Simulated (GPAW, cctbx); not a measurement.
# How far are the atoms of AlCdPb from free atoms?

Question: by how much does bonding change the X-ray structure factors of AlCdPb, how firmly does DFT give the change, and what does a routine refinement make of it?

The cell comes from substitution in a known structure type and wasn't matched to any measured phase. All numbers below are calculated.

**1. Find the equilibrium geometry**

The density hangs on the geometry, so cell and atoms are relaxed first, with the symmetry held. The cutoff is set higher than for the density because stress converges slowly with plane waves.

Settings: GPAW 26.7.0, PBE, 570 eV, 5×3×3 k-points (along the axes of the calculation cell), Fermi–Dirac width 0.1 eV, BFGS to 0.03 eV/Å.

```text
cell
1.0
     0.000000000    0.000000000    4.335000000
     7.676000000    0.000000000    0.000000000
    -3.838000000    6.647610999    0.000000000
Pb Cd Al
3 3 3
Direct
0.500000000 0.000000000 0.572800000
0.500000000 0.572800000 0.000000000
0.500000000 0.427200000 0.427200000
0.500000000 0.000000000 0.000000000
0.000000000 0.333333333 0.666666667
0.000000000 0.666666667 0.333333333
0.000000000 0.000000000 0.225200000
0.000000000 0.225200000 0.000000000
0.000000000 0.774800000 0.774800000
```

```console
$ OMP_NUM_THREADS=1 mpirun -n 4 gpaw python run.py > gpaw.log
```

```text
BFGS:    0      -23.982066        0.480517
BFGS:    1      -23.995530        0.447120
BFGS:    2      -24.124216        0.218694
BFGS:    3      -24.132376        0.195989
...
BFGS:    7      -24.158752        0.087229
BFGS:    8      -24.162732        0.034530
BFGS:    9      -24.162978        0.025542
cell  4.3703 7.6717 7.6717  120.00 90.00 90.00
volume 222.749 A^3, largest force 0.004 eV/A, largest stress 0.17 GPa
```

After 9 steps the volume has changed by +0.7 % and the energy by -0.181 eV; the largest stress left is 0.17 GPa. It took 2.9 min on 4 cores of Intel(R) Xeon(R) Platinum 8488C (Sapphire Rapids) (shared host), peak memory 1.2 GiB.

Relaxed structure: P-62m (no. 189), a = 7.6717 Å, b = 7.6717 Å, c = 4.3703 Å, α = 90.00°, β = 90.00°, γ = 120.00°.

| atom | mult. | x | y | z |
| --- | --- | --- | --- | --- |
| Pb1 | 3 | 0 | 0.5965 | 1/2 |
| Cd1 | 1 | 0 | 0 | 1/2 |
| Cd2 | 2 | 1/3 | 2/3 | 0 |
| Al1 | 3 | 0 | 0.2428 | 0 |

**2. Density and charge transfer**

X-rays see the whole electron density, so the PAW density is rebuilt with its core regions. Subtracting spherical free atoms from the same code cancels the cores and leaves the deformation density Δρ, the part due to bonding.

Settings: PBE, 450 eV, 5×4×4 k-points (along the axes of the calculation cell), Fermi–Dirac width 0.1 eV; primitive cell of 9 atoms.

```console
$ OMP_NUM_THREADS=1 mpirun -n 4 gpaw python run.py > gpaw.log
```

```text
|iter:   1|       0s |  -24.434925 | -0.10 |       |
|iter:   2|       1s |  -24.304576 | -1.65 | -1.41 |
|iter:   3|       2s |  -23.810584 | -1.51 | -1.45 |
...
|iter:   9|      10s |  -23.775655c| -6.23 | -4.27c|
|iter:  10|      11s |  -23.775653c| -6.79 | -4.73c|
|iter:  11|      12s |  -23.775654c| -7.54c| -5.15c|
```

```text
grid (48, 80, 80)  electrons 429.000  moved by bonding 1.243 e
deformation density beyond 0.5 A of the nuclei: max 0.033, min -0.073 e/A^3
atom        x       y       z   Voronoi charge  moment
Pb1    0.5000  0.0000  0.5964      0.025       0.00
Pb2    0.5000  0.5964  0.0000      0.025       0.00
Pb3    0.5000  0.4036  0.4036      0.025       0.00
Cd4    0.5000  0.0000  0.0000      0.037       0.00
Cd5    0.0000  0.3333  0.6667      0.065       0.00
Cd6    0.0000  0.6667  0.3333      0.065       0.00
Al7    0.0000  0.0000  0.2428     -0.081       0.00
Al8    0.0000  0.2428  0.0000     -0.081       0.00
Al9    0.0000  0.7572  0.7572     -0.081       0.00
mean inner potential of superposed free atoms 18.011 V
total magnetic moment 0.000 muB
```

Deformation density in a plane through the shortest contact of the Cd atom at the origin, in 0.01 e/Å³ (clipped at ±99); x from -1.6 to 4.5 Å, y from 2.4 down to -2.4 Å:

```text
  2  -2  -2  -1  -3  -2  -1   0   0  -1   0  -1  -1  -1  -1   0
  2   0  -1  -1   0   0   0   0   0   0   0   0   1   0   0   0
  2   1   2   3   3   2   1   0   0   0   0   1   1   1   1   0
  2   2   2   2   1   1   0   1   0   0  -1  -1   0   1   1   1
  2   2   0  -6  -6  -5  -1   1   1  -1  -3  -3  -2   0   1   1
  3   1  -6  -3   .  -3  -5   2   2  -1  -2   .  -2  -2   0   1
  2   1  -7   .   .   .  -6   2   3  -1   .   .   .  -3  -1   0
  2   1  -6  -2   .  -4  -5   2   2  -1  -3   .  -2  -3  -1   0
  1   1  -1  -6  -7  -5   0   2   2   0  -2  -1   0   0   0   0
  0   1   1   0   0   1   2   2   2   1   2   2   3   2   1   0
 -3  -1   1   2   2   2   2   2   2   2   2   2   2   1   0   0
  1  -3   0   1   2   2   1   1   2   2   1  -4  -6  -5  -1   1
 -2  -2  -1   0   1   0   1   1   2   2  -4  -6  -2  -3  -6   1
```

Atoms in or within 0.15 Å of the plane: Cd (0.0, 0.0), Al (2.9, 0.0) Å. Dots mark points within about 0.45 Å of a nucleus; large values next to them are atomic features.

Al gains most (-0.08 e) and Cd loses most (+0.06 e), in averages over each element's sites, which isn't the order of electronegativity: valence and coordination count too, and Voronoi cells cut space at the midplane whatever the atoms' sizes. Along the shortest contact from the Cd atom at the map's origin, Cd–Al at 2.87 Å, Δρ is +0.03 e/Å³ at the midpoint: little piles up between the atoms, as is usual in a metallic crystal, which this run finds. At the midpoints of other shortest contacts it is +0.01 (Pb–Cd, 3.10 Å) and +0.01 (Al–Al, 3.23 Å) e/Å³. Point values carry grid noise of about 0.01 e/Å³. The run needed 11 iterations, 23 s.

**3. From the density to structure factors**

The Fourier components of Δρ, added to those of the free atoms, give the static X-ray structure factors; the Mott–Bethe relation turns them into the Fourier components V of the potential that fast electrons feel.

```text
static structure factors of the conventional cell: F in electrons, V (Mott-Bethe) in volts
   h  k  l      d  |F| table  |F| free   |F| DFT   change   |V| free  |V| DFT  change %
   1  0  0  6.6439    38.152    38.092    38.017   -0.074     0.486    0.553     13.9
   0  0  1  4.3703   152.920   152.585   152.498   -0.088     2.521    2.555      1.4
   1  1  0  3.8359   137.997   137.834   137.753   -0.081     3.054    3.090      1.2
   1  0  1  3.6512    26.024    26.067    25.913   -0.153     0.814    0.856      5.2
   2  0  0  3.3219   115.318   115.206   115.224    0.019     2.608    2.603     -0.2
   1  1  1  2.8829   208.452   208.360   208.227   -0.132     5.655    5.678      0.4
   2  0  1  2.6447   208.315   208.197   207.870   -0.327     5.797    5.844      0.8
   2  1  0  2.5112   115.002   114.979   114.764   -0.215     3.310    3.338      0.9
   3  0  0  2.2146   219.098   218.896   218.435   -0.462     5.726    5.773      0.8
   0  0  2  2.1852   339.516   339.276   338.679   -0.597     8.815    8.874      0.7
   2  1  1  2.1773    99.172    99.079    98.951   -0.127     2.490    2.511      0.9
   1  0  2  2.0758    33.299    33.294    33.440    0.146     0.473    0.460     -2.7
   3  0  1  1.9755    55.248    55.291    55.313    0.022     0.750    0.748     -0.2
   2  2  0  1.9179   124.839   124.702   124.643   -0.059     2.994    2.999      0.2
```

The largest X-ray change is -0.60 e on 002, 0.2 % of |F|. For electrons V goes as (Z − F)/g², so a change of F counts against Z − F, which is small at low angle and wherever the atoms' terms cancel: |V| of 100 moves by +13.9 % (0.49 to 0.55 V) against -0.2 % in |F|. The tabulated Hartree–Fock atoms differ from the free DFT atoms by up to 0.33 e, so the choice of reference atom matters too.

**4. How cheap can the run be?**

Cutoff and k-mesh: one is changed at a time, to find what the result needs.

```csv
run,ΔF 002 (e),ΔF 300 (e),ΔF 201 (e),q(Al) (e),moved (e),time
450 eV 5×4×4,-0.597,-0.462,-0.327,-0.081,1.243,23 s
250 eV 5×4×4,-0.613,-0.478,-0.345,-0.082,1.527,11 s
350 eV 5×4×4,-0.607,-0.470,-0.335,-0.081,1.269,17 s
750 eV 5×4×4,-0.593,-0.460,-0.328,-0.080,1.250,40 s
450 eV 2×1×1,-0.443,-0.677,-0.148,-0.115,1.336,12 s
450 eV 3×2×2,-0.623,-0.467,-0.327,-0.078,1.271,16 s
```

Within 0.01 e of the base on all three: 750 eV 5×4×4. The largest error, 0.215 e, comes with 450 eV 2×1×1. The moved charge is off by up to 23 % among these runs. Times are from shared hosts.

**5. Refining ordinary atoms against data with bonding**

Routine crystallography fits spherical atoms. To see the bias, intensities are simulated from tabulated atoms plus the DFT change ΔF, so that bonding alone can misfit (14498 reflections of the full sphere, merged to the counts below, to 0.4 Å, 1 % proportional noise plus counting noise, assumed isotropic U as listed, Δρ smeared by the mean U) and refined with cctbx over different ranges.

| range | data | R1 | GooF | U Pb1 (true 0.0046) | U Cd1 (true 0.0057) | U Cd2 (true 0.0057) | U Al1 (true 0.0088) | largest shift (Å) | Δρ max, min (e/Å³) |
| --- | --- | --- | --- | --- | --- | --- | --- | --- | --- |
| all data | 1381 | 0.0041 | 0.94 | 0.0046 | 0.0057 | 0.0057 | 0.0088 | 0.0008 | 0.40, -0.53 |
| low resolution, d > 0.84 | 171 | 0.0025 | 0.90 | 0.0046 | 0.0057 | 0.0056 | 0.0087 | 0.0005 | 0.14, -0.14 |
| high order, d < 0.75 | 1145 | 0.0047 | 0.94 | 0.0046 | 0.0057 | 0.0057 | 0.0088 | 0.0016 | 0.35, -0.48 |
| occupancies free, d > 0.7 | 284 | 0.0027 | 0.95 | 0.0047 | 0.0058 | 0.0057 | 0.0091 | 0.0002 | 0.16, -0.19 |

With all data GooF is 0.94, so at this noise the bonding hardly shows; the top residual peak, near noise level, lies 1.84 Å from Cd and 1.99 Å from Al. No U is off by more than 3 s.u. at low resolution. With Pb1 held at 1 and the scale free, the other occupancies refine to Cd1 1.001(0.002), Cd2 1.000(0.001) and Al1 1.000(0.004), within three s.u. of full.

**6. Answer**

Bonding moves 1.24 e in the primitive cell of AlCdPb and changes the structure factors of the conventional cell in the table above by at most 0.60 e (002, 0.2 %), and among reflections above 2 % of the strongest by up to 0.6 % (101). The shortest bond, Cd–Al, has Δρ = +0.03 e/Å³ at its midpoint, with no localised bond charge. Within 0.01 e of the base on all three: 750 eV 5×4×4. The largest error, 0.215 e, comes with 450 eV 2×1×1. The moved charge is off by up to 23 % among these runs. With all data GooF is 0.94, so at this noise the bonding hardly shows. Limits: static density, frozen cores, no spin–orbit coupling.

[Outputs are excerpts: Python notices, other lines and further rows are left out; steps that failed or that the build refused (PBEsol, TPSS) are not shown.]

[Logs are printed without paths, hosts, clocks, repeated set-up lines and the standing remarks that a program may print on its own settings, such as how far it seeks lower states.]
